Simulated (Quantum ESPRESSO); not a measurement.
# MnS: which magnetic order is lowest

Aim: find out which collinear order of MnS costs least.

Method: PBEsol with U = 4 eV on Mn d (ortho-atomic projectors); plane waves with GBRV 1.5 PBEsol potentials, no spin-orbit coupling, in Quantum ESPRESSO 7.5.

The database entry behind the starting cell differs from later determinations by our own check (an axis about 0.2 % short against later determinations), so it need not match the best structure at ambient conditions.

## 1. Set-up

The structure is cubic, space group Fm-3m (No. 225). Conventional cell: a = 5.209 Å, b = 5.209 Å, c = 5.209 Å, α = 90.00°, β = 90.00°, γ = 90.00°. Nearest to Mn lie 6 S at 2.60 Å. Nearest to S lie 6 Mn at 2.60 Å. Farther neighbours and most contacts between anions are not listed.

The cell comes from the Crystallography Open Database.

## 2. Run 1, typed as ferro +

The signs are those of the starting moments on the seeded atoms, the atoms that are given a moment.

Contents of pw.in:

```
&CONTROL
  calculation = 'scf'
  prefix = 'pwscf'
  outdir = './tmp'
  pseudo_dir = './pseudo'
  disk_io = 'nowf'
/
&SYSTEM
  ibrav = 0
  celldm(1) = 8
  nat = 2
  ntyp = 2
  ecutwfc = 40
  ecutrho = 280
  nbnd = 19
  occupations = 'smearing'
  smearing = 'fd'
  degauss = 0.00734986
  nspin = 2
  starting_magnetization(1) = 0.3
  starting_magnetization(2) = 0
/
&ELECTRONS
  conv_thr = 4d-09
  electron_maxstep = 150
  mixing_beta = 0.3
/
ATOMIC_SPECIES
Mn     54.9380 mn_pbesol_v1.5.uspp.F.UPF
S      32.0600 s_pbesol_v1.4.uspp.F.UPF
CELL_PARAMETERS alat
   0.0000000000000    0.6152239614485    0.6152239614485
   0.6152239614485    0.0000000000000    0.6152239614485
   0.6152239614485    0.6152239614485    0.0000000000000
ATOMIC_POSITIONS crystal
Mn      0.0000000000    0.0000000000    0.0000000000
S       0.5000000000    0.5000000000    0.5000000000
K_POINTS automatic
10 10 10 0 0 0
HUBBARD {ortho-atomic}
U Mn-3d 4.0000
```

Command:

```bash
> OMP_NUM_THREADS=1 mpirun -n 4 pw.x -nk 4 -in pw.in > pw.out
```

Output:

```text
Program PWSCF v.7.5 starts

     Message from routine setup:
     using ibrav=0 with symmetry is DISCOURAGED, use correct ibrav instead

     K-points division:     npool     =       4
     Subspace diagonalization in iterative solution of the eigenvalue problem:

     G-vector sticks info
     --------------------
     sticks:   dense  smooth     PW     G-vecs:    dense   smooth      PW
     Sum         931     535    163                18883     8099    1459

     Using Slab Decomposition

     bravais-lattice index     =            0
     lattice parameter (alat)  =       8.0000  a.u.
     unit-cell volume          =     238.4513 (a.u.)^3
     number of atoms/cell      =            2
     number of atomic types    =            2
     number of electrons       =        21.00
     number of Kohn-Sham states=           19
     kinetic-energy cutoff     =      40.0000  Ry
     charge density cutoff     =     280.0000  Ry
     scf convergence threshold =      4.0E-09
     mixing beta               =       0.3000
     number of iterations used =            8  plain     mixing
     Exchange-correlation= SLA  PW   PSX  PSC
                           (   1   4  10   8   0   0   0)
     Hubbard projectors: ortho-atomic
     Hubbard parameters of DFT+U (Dudarev formulation) in eV:
     U(Mn-3d) =  4.0000

     Internal variables: lda_plus_u =T, lda_plus_u_kind = 0

     Internal variables: orbital_resolved =F, hub_pot_fix =F, apply_U = F

     celldm(1)=   8.000000  celldm(2)=   0.000000  celldm(3)=   0.000000
     celldm(4)=   0.000000  celldm(5)=   0.000000  celldm(6)=   0.000000

     crystal axes: (cart. coord. in units of alat)
               a(1) = (   0.000000   0.615224   0.615224 )
               a(2) = (   0.615224   0.000000   0.615224 )
               a(3) = (   0.615224   0.615224   0.000000 )

     reciprocal axes: (cart. coord. in units 2 pi/alat)
               b(1) = ( -0.812712  0.812712  0.812712 )
               b(2) = (  0.812712 -0.812712  0.812712 )
               b(3) = (  0.812712  0.812712 -0.812712 )

     PseudoPot. # 1 for Mn read from file:
     mn_pbesol_v1.5.uspp.F.UPF
     Pseudo is Ultrasoft + core correction, Zval = 15.0
     Generated by new atomic code, or converted to UPF format
     Using radial grid of  859 points,  6 beta functions with:
                l(1) =   0
                l(2) =   0
                l(3) =   1
                l(4) =   1
                l(5) =   2
                l(6) =   2
     Q(r) pseudized with  8 coefficients,  rinner =    0.950   0.950   0.950
                                                       0.950   0.950

     PseudoPot. # 2 for S  read from file:
     s_pbesol_v1.4.uspp.F.UPF
     Pseudo is Ultrasoft + core correction, Zval =  6.0
     Generated by new atomic code, or converted to UPF format
     Using radial grid of  907 points,  6 beta functions with:
                l(1) =   0
                l(2) =   0
                l(3) =   1
                l(4) =   1
                l(5) =   2
                l(6) =   2
     Q(r) pseudized with  8 coefficients,  rinner =    1.300   1.300   1.300
                                                       1.300   1.300

     atomic species   valence    mass     pseudopotential
     Mn               15.00    54.93800     Mn( 1.00)
     S                 6.00    32.06000     S ( 1.00)

     Starting magnetic structure
     atomic species   magnetization
     Mn              0.300
     S               0.000

     48 Sym. Ops., with inversion, found

   Cartesian axes

     site n.     atom                  positions (alat units)
         1        Mn     tau(   1) = (   0.0000000   0.0000000   0.0000000  )
         2        S      tau(   2) = (   0.6152240   0.6152240   0.6152240  )

     number of k points=    47  Fermi-Dirac smearing, width (Ry)=  0.0073
                       cart. coord. in units 2pi/alat
        k(    1) = (   0.0000000   0.0000000   0.0000000), wk =   0.0010000
        k(    2) = (   0.0812712   0.0812712  -0.0812712), wk =   0.0080000
        k(    3) = (   0.1625424   0.1625424  -0.1625424), wk =   0.0080000
        k(    4) = (   0.2438137   0.2438137  -0.2438137), wk =   0.0080000
        k(    5) = (   0.3250849   0.3250849  -0.3250849), wk =   0.0080000
        [... 42 further k-points ...]

     Dense  grid:    18883 G-vectors     FFT dimensions: (  40,  40,  40)

     Smooth grid:     8099 G-vectors     FFT dimensions: (  30,  30,  30)

     Check: negative core charge=   -0.000037
     Generating pointlists ...
     new r_m :   0.2538 (alat units)  2.0302 (a.u.) for type    1
     new r_m :   0.2538 (alat units)  2.0302 (a.u.) for type    2

     Initial potential from superposition of free atoms

     starting charge      20.4999, renormalised to      21.0000

     STARTING HUBBARD OCCUPATIONS:

     =================== HUBBARD OCCUPATIONS ===================
     ------------------------ ATOM    1 ------------------------
     Tr[ns(  1)] (up, down, total) =   5.00000  0.00000  5.00000
     Atomic magnetic moment for atom   1 =   5.00000
     [... lines left out ...]
     Number of occupied Hubbard levels =    5.0000

     Atomic wfc used for Hubbard projectors are orthogonalized

     Starting wfcs are   17 randomized atomic wfcs +    2 random wfcs

     Self-consistent Calculation

     iteration #  1     ecut=    40.00 Ry     beta= 0.30
     Davidson diagonalization with overlap
     ethr =  1.00E-02,  avg # of iterations =  6.1

     =================== HUBBARD OCCUPATIONS ===================
     ------------------------ ATOM    1 ------------------------
     Tr[ns(  1)] (up, down, total) =   4.85743  0.14154  4.99897
     Atomic magnetic moment for atom   1 =   4.71589
     [... lines left out ...]
     Number of occupied Hubbard levels =    4.9990

     total energy              =    -235.00434440 Ry
     estimated scf accuracy    <       0.48489686 Ry

     total magnetization       =     5.00 Bohr mag/cell
     absolute magnetization    =     5.00 Bohr mag/cell

     iteration #  2     ecut=    40.00 Ry     beta= 0.30
     Davidson diagonalization with overlap
     ethr =  2.31E-03,  avg # of iterations =  1.6

     total energy              =    -235.08754201 Ry
     estimated scf accuracy    <       0.02222959 Ry

     total magnetization       =     5.00 Bohr mag/cell
     absolute magnetization    =     5.00 Bohr mag/cell

     iteration #  3     ecut=    40.00 Ry     beta= 0.30
     Davidson diagonalization with overlap
     ethr =  1.06E-04,  avg # of iterations =  4.2

     negative rho (up, down):  0.000E+00 4.038E-04

     total energy              =    -235.09488554 Ry
     estimated scf accuracy    <       0.00889389 Ry

     total magnetization       =     5.00 Bohr mag/cell
     absolute magnetization    =     5.00 Bohr mag/cell

     [... further iterations left out ...]

     iteration #  7     ecut=    40.00 Ry     beta= 0.30
     Davidson diagonalization with overlap
     ethr =  2.11E-07,  avg # of iterations =  1.4

     negative rho (up, down):  0.000E+00 4.419E-04

     total energy              =    -235.09559073 Ry
     estimated scf accuracy    <       0.00001215 Ry

     total magnetization       =     5.00 Bohr mag/cell
     absolute magnetization    =     5.00 Bohr mag/cell

     iteration #  8     ecut=    40.00 Ry     beta= 0.30
     Davidson diagonalization with overlap
     ethr =  5.79E-08,  avg # of iterations =  2.0

     negative rho (up, down):  0.000E+00 4.417E-04

     total energy              =    -235.09559478 Ry
     estimated scf accuracy    <       0.00000094 Ry

     total magnetization       =     5.00 Bohr mag/cell
     absolute magnetization    =     5.00 Bohr mag/cell

     iteration #  9     ecut=    40.00 Ry     beta= 0.30
     Davidson diagonalization with overlap
     ethr =  4.46E-09,  avg # of iterations =  2.4

     negative rho (up, down):  0.000E+00 4.413E-04

     total energy              =    -235.09559494 Ry
     estimated scf accuracy    <       0.00000008 Ry

     total magnetization       =     5.00 Bohr mag/cell
     absolute magnetization    =     5.00 Bohr mag/cell

     iteration # 10     ecut=    40.00 Ry     beta= 0.30
     Davidson diagonalization with overlap
     ethr =  3.92E-10,  avg # of iterations =  3.1

     negative rho (up, down):  0.000E+00 4.412E-04

     Magnetic moment per site  (integrated on atomic sphere of radius R)
     atom   1 (R=0.254)  charge= 13.1426  magn=  4.4984
     atom   2 (R=0.254)  charge=  4.6964  magn=  0.1126

     End of self-consistent calculation

     =================== HUBBARD OCCUPATIONS ===================
     ------------------------ ATOM    1 ------------------------
     Tr[ns(  1)] (up, down, total) =   4.97043  0.26477  5.23520
     Atomic magnetic moment for atom   1 =   4.70566
     [... lines left out ...]
     Number of occupied Hubbard levels =    5.2352

     [... lines left out ...]
     the Fermi energy is    10.5320 ev

!    total energy              =    -235.09559499 Ry
     estimated scf accuracy    <          5.7E-10 Ry
     smearing contrib. (-TS)   =      -0.00003080 Ry
     internal energy E=F+TS    =    -235.09556419 Ry

     The total energy is F=E-TS. E is the sum of the following terms:
     one-electron contribution =    -132.50286398 Ry
     hartree contribution      =      73.74861039 Ry
     xc contribution           =     -34.88811945 Ry
     ewald contribution        =    -141.49328211 Ry
     Hubbard energy            =       0.04009097 Ry

     total magnetization       =     5.00 Bohr mag/cell
     absolute magnetization    =     5.00 Bohr mag/cell

     convergence has been achieved in  10 iterations

=------------------------------------------------------------------------------=
   JOB DONE.
=------------------------------------------------------------------------------=
```

The job ended after 10 s (4 MPI ranks of Arm Neoverse V2, shared host; peak memory 0.33 GiB; 40 s of CPU time).

Spin moment in the atom's sphere by atom:

```
atom  spin moment in the atom's sphere (μB)
 Mn1                                   4.50
  S2                                   0.11
```

Numbers from this step:

```yaml
smearing_term_ts: 4.19e-4 eV
magnetization: 5 μB
absolute_magnetization: 5 μB
final_state: ferromagnetic
```

## 3. Run 2, typed as antiferro q=(0,1/2,1/2) +−

The cell is doubled to 4 atoms to hold this order. The wavevector q is in fractions of the reciprocal vectors of the crystal's primitive cell, as the cells of these inputs are built from it; moments change sign between cells as cos(2π q·R).

Contents of pw.in:

```
&CONTROL
  calculation = 'scf'
  prefix = 'pwscf'
  outdir = './tmp'
  pseudo_dir = './pseudo'
  disk_io = 'nowf'
/
&SYSTEM
  ibrav = 0
  celldm(1) = 8
  nat = 4
  ntyp = 3
  ecutwfc = 40
  ecutrho = 280
  nbnd = 30
  occupations = 'smearing'
  smearing = 'fd'
  degauss = 0.00734986
  nspin = 2
  starting_magnetization(1) = 0.3
  starting_magnetization(2) = -0.3
  starting_magnetization(3) = 0
/
&ELECTRONS
  conv_thr = 8d-09
  electron_maxstep = 150
  mixing_beta = 0.3
/
ATOMIC_SPECIES
Mn1    54.9380 mn_pbesol_v1.5.uspp.F.UPF
Mn2    54.9380 mn_pbesol_v1.5.uspp.F.UPF
S      32.0600 s_pbesol_v1.4.uspp.F.UPF
CELL_PARAMETERS alat
   0.0000000000000    0.6152239614485    0.6152239614485
   1.2304479228970    0.0000000000000    1.2304479228970
   1.2304479228970    0.6152239614485    0.6152239614485
ATOMIC_POSITIONS crystal
Mn1     0.0000000000    0.0000000000    0.0000000000
Mn2     0.0000000000    0.5000000000    0.0000000000
S       0.5000000000    0.0000000000    0.5000000000
S       0.5000000000    0.5000000000    0.5000000000
K_POINTS automatic
10 5 10 0 0 0
HUBBARD {ortho-atomic}
U Mn1-3d 4.0000
U Mn2-3d 4.0000
```

Output:

```text
[banner, memory and clock lines left out]
Program PWSCF v.7.5 starts

     Message from routine setup:
     using ibrav=0 with symmetry is DISCOURAGED, use correct ibrav instead

     bravais-lattice index     =            0
     lattice parameter (alat)  =       8.0000  a.u.
     unit-cell volume          =     476.9026 (a.u.)^3
     number of atoms/cell      =            4
     number of atomic types    =            3
     number of electrons       =        42.00
     number of Kohn-Sham states=           30
     kinetic-energy cutoff     =      40.0000  Ry
     charge density cutoff     =     280.0000  Ry
     scf convergence threshold =      8.0E-09
     mixing beta               =       0.3000
     number of iterations used =            8  plain     mixing
     Exchange-correlation= SLA  PW   PSX  PSC
                           (   1   4  10   8   0   0   0)
     Hubbard projectors: ortho-atomic
     Hubbard parameters of DFT+U (Dudarev formulation) in eV:
     U(Mn1-3d) =  4.0000
     U(Mn2-3d) =  4.0000

     Internal variables: lda_plus_u =T, lda_plus_u_kind = 0

     Internal variables: orbital_resolved =F, hub_pot_fix =F, apply_U = F

     celldm(1)=   8.000000  celldm(2)=   0.000000  celldm(3)=   0.000000
     celldm(4)=   0.000000  celldm(5)=   0.000000  celldm(6)=   0.000000

     crystal axes: (cart. coord. in units of alat)
               a(1) = (   0.000000   0.615224   0.615224 )
               a(2) = (   1.230448   0.000000   1.230448 )
               a(3) = (   1.230448   0.615224   0.615224 )

     reciprocal axes: (cart. coord. in units 2 pi/alat)
               b(1) = ( -0.812712  0.812712  0.812712 )
               b(2) = ( -0.000000 -0.812712  0.812712 )
               b(3) = (  0.812712  0.812712 -0.812712 )

     PseudoPot. # 1 for Mn read from file:
     mn_pbesol_v1.5.uspp.F.UPF
     Pseudo is Ultrasoft + core correction, Zval = 15.0

     PseudoPot. # 2 for Mn read from file:
     mn_pbesol_v1.5.uspp.F.UPF
     Pseudo is Ultrasoft + core correction, Zval = 15.0

     PseudoPot. # 3 for S  read from file:
     s_pbesol_v1.4.uspp.F.UPF
     Pseudo is Ultrasoft + core correction, Zval =  6.0

     atomic species   valence    mass     pseudopotential
     Mn1              15.00    54.93800     Mn( 1.00)
     Mn2              15.00    54.93800     Mn( 1.00)
     S                 6.00    32.06000     S ( 1.00)

     Starting magnetic structure
     atomic species   magnetization
     Mn1             0.300
     Mn2            -0.300
     S               0.000

     16 Sym. Ops., with inversion, found

   Cartesian axes

     site n.     atom                  positions (alat units)
         1        Mn1    tau(   1) = (   0.0000000   0.0000000   0.0000000  )
         2        Mn2    tau(   2) = (   0.6152240   0.0000000   0.6152240  )
         3        S      tau(   3) = (   0.6152240   0.6152240   0.6152240  )
         4        S      tau(   4) = (   1.2304479   0.6152240   1.2304479  )

     number of k points=    63  Fermi-Dirac smearing, width (Ry)=  0.0073
                       cart. coord. in units 2pi/alat
        k(    1) = (   0.0000000   0.0000000   0.0000000), wk =   0.0020000
        k(    2) = (   0.0812712   0.0812712  -0.0812712), wk =   0.0160000
        k(    3) = (   0.1625424   0.1625424  -0.1625424), wk =   0.0160000
        k(    4) = (   0.2438137   0.2438137  -0.2438137), wk =   0.0160000
        k(    5) = (   0.3250849   0.3250849  -0.3250849), wk =   0.0160000
        [... 58 further k-points ...]

     Dense  grid:    37729 G-vectors     FFT dimensions: (  40,  75,  72)

     Smooth grid:    16243 G-vectors     FFT dimensions: (  30,  60,  50)

     Check: negative core charge=   -0.000037
     Generating pointlists ...
     new r_m :   0.2538 (alat units)  2.0302 (a.u.) for type    1
     new r_m :   0.2538 (alat units)  2.0302 (a.u.) for type    2
     new r_m :   0.2538 (alat units)  2.0302 (a.u.) for type    3

     Initial potential from superposition of free atoms

     starting charge      40.9998, renormalised to      42.0000

     STARTING HUBBARD OCCUPATIONS:

     =================== HUBBARD OCCUPATIONS ===================
     ------------------------ ATOM    1 ------------------------
     Tr[ns(  1)] (up, down, total) =   5.00000  0.00000  5.00000
     Atomic magnetic moment for atom   1 =   5.00000
     [... lines left out ...]
     ------------------------ ATOM    2 ------------------------
     Tr[ns(  2)] (up, down, total) =   0.00000  5.00000  5.00000
     Atomic magnetic moment for atom   2 =  -5.00000
     [... lines left out ...]
     Number of occupied Hubbard levels =   10.0000

     Atomic wfc used for Hubbard projectors are orthogonalized

     Starting wfcs are   34 randomized atomic wfcs

     Self-consistent Calculation

     iteration #  1     ecut=    40.00 Ry     beta= 0.30
     Davidson diagonalization with overlap
     ethr =  1.00E-02,  avg # of iterations =  4.6

     =================== HUBBARD OCCUPATIONS ===================
     ------------------------ ATOM    1 ------------------------
     Tr[ns(  1)] (up, down, total) =   4.85142  0.15285  5.00427
     Atomic magnetic moment for atom   1 =   4.69857
     [... lines left out ...]
     ------------------------ ATOM    2 ------------------------
     Tr[ns(  2)] (up, down, total) =   0.15287  4.85138  5.00425
     Atomic magnetic moment for atom   2 =  -4.69850
     [... lines left out ...]
     Number of occupied Hubbard levels =   10.0085

     total energy              =    -470.01352439 Ry
     estimated scf accuracy    <       0.96340779 Ry

     total magnetization       =     0.00 Bohr mag/cell
     absolute magnetization    =     9.62 Bohr mag/cell

     iteration #  2     ecut=    40.00 Ry     beta= 0.30
     Davidson diagonalization with overlap
     ethr =  2.29E-03,  avg # of iterations =  2.0

     total energy              =    -470.17081454 Ry
     estimated scf accuracy    <       0.05211530 Ry

     total magnetization       =    -0.00 Bohr mag/cell
     absolute magnetization    =     9.68 Bohr mag/cell

     [... further iterations left out ...]

     iteration # 11     ecut=    40.00 Ry     beta= 0.30
     Davidson diagonalization with overlap
     ethr =  2.04E-10,  avg # of iterations =  1.9

     negative rho (up, down):  1.906E-04 3.776E-04

     total energy              =    -470.19374557 Ry
     estimated scf accuracy    <       0.00000003 Ry

     total magnetization       =     0.00 Bohr mag/cell
     absolute magnetization    =     9.71 Bohr mag/cell

     iteration # 12     ecut=    40.00 Ry     beta= 0.30
     Davidson diagonalization with overlap
     ethr =  7.11E-11,  avg # of iterations =  2.0

     negative rho (up, down):  1.905E-04 3.775E-04

     Magnetic moment per site  (integrated on atomic sphere of radius R)
     atom   1 (R=0.254)  charge= 13.1412  magn=  4.4753
     atom   2 (R=0.254)  charge= 13.1412  magn= -4.4753
     atom   3 (R=0.254)  charge=  4.6949  magn= -0.0364
     atom   4 (R=0.254)  charge=  4.6950  magn=  0.0364

     End of self-consistent calculation

     =================== HUBBARD OCCUPATIONS ===================
     ------------------------ ATOM    1 ------------------------
     Tr[ns(  1)] (up, down, total) =   4.96656  0.27299  5.23954
     Atomic magnetic moment for atom   1 =   4.69357
     [... lines left out ...]
     ------------------------ ATOM    2 ------------------------
     Tr[ns(  2)] (up, down, total) =   0.27299  4.96656  5.23954
     Atomic magnetic moment for atom   2 =  -4.69357
     [... lines left out ...]
     Number of occupied Hubbard levels =   10.4791

     Number of k-points >= 100: set verbosity='high' to print the bands.

     the Fermi energy is    10.5398 ev

!    total energy              =    -470.19374558 Ry
     estimated scf accuracy    <          5.5E-09 Ry
     smearing contrib. (-TS)   =      -0.00002730 Ry
     internal energy E=F+TS    =    -470.19371828 Ry

     The total energy is F=E-TS. E is the sum of the following terms:
     one-electron contribution =    -264.98782158 Ry
     hartree contribution      =     147.46034449 Ry
     xc contribution           =     -69.76313046 Ry
     ewald contribution        =    -282.98656422 Ry
     Hubbard energy            =       0.08345349 Ry

     total magnetization       =     0.00 Bohr mag/cell
     absolute magnetization    =     9.71 Bohr mag/cell

     convergence has been achieved in  12 iterations
```

Wall time 76 s (4 MPI ranks); peak memory 0.68 GiB; 5.1 min of CPU time.

Spin moment in the atom's sphere by atom:

| atom | spin moment in the atom's sphere (μB) |
| --- | --- |
| Mn1 | 4.48 |
| Mn2 | -4.48 |
| S3 | -0.04 |
| S4 | 0.04 |

Read from the output:

* smearing term TS: 3.71e-4 eV
* magnetization: 0 μB
* absolute magnetization: 9.71 μB
* final state: antiferromagnetic

[end of part 1 of 2]

[Logs and program files are shortened in this print: banners, set-up blocks, solver, clock and traceback lines can be left out without a mark of their own.]

[Logs are printed without paths, hosts, clocks, repeated set-up lines and the standing remarks that a program may print on its own settings, such as how far it seeks lower states.]

[Hosts, paths, dates, database ids (printed as entryN), source tags and the programs' standing remarks are cut or masked in the printed files.]

[Where a cell is said to come from a database of computed structures, the database is the Materials Project.]
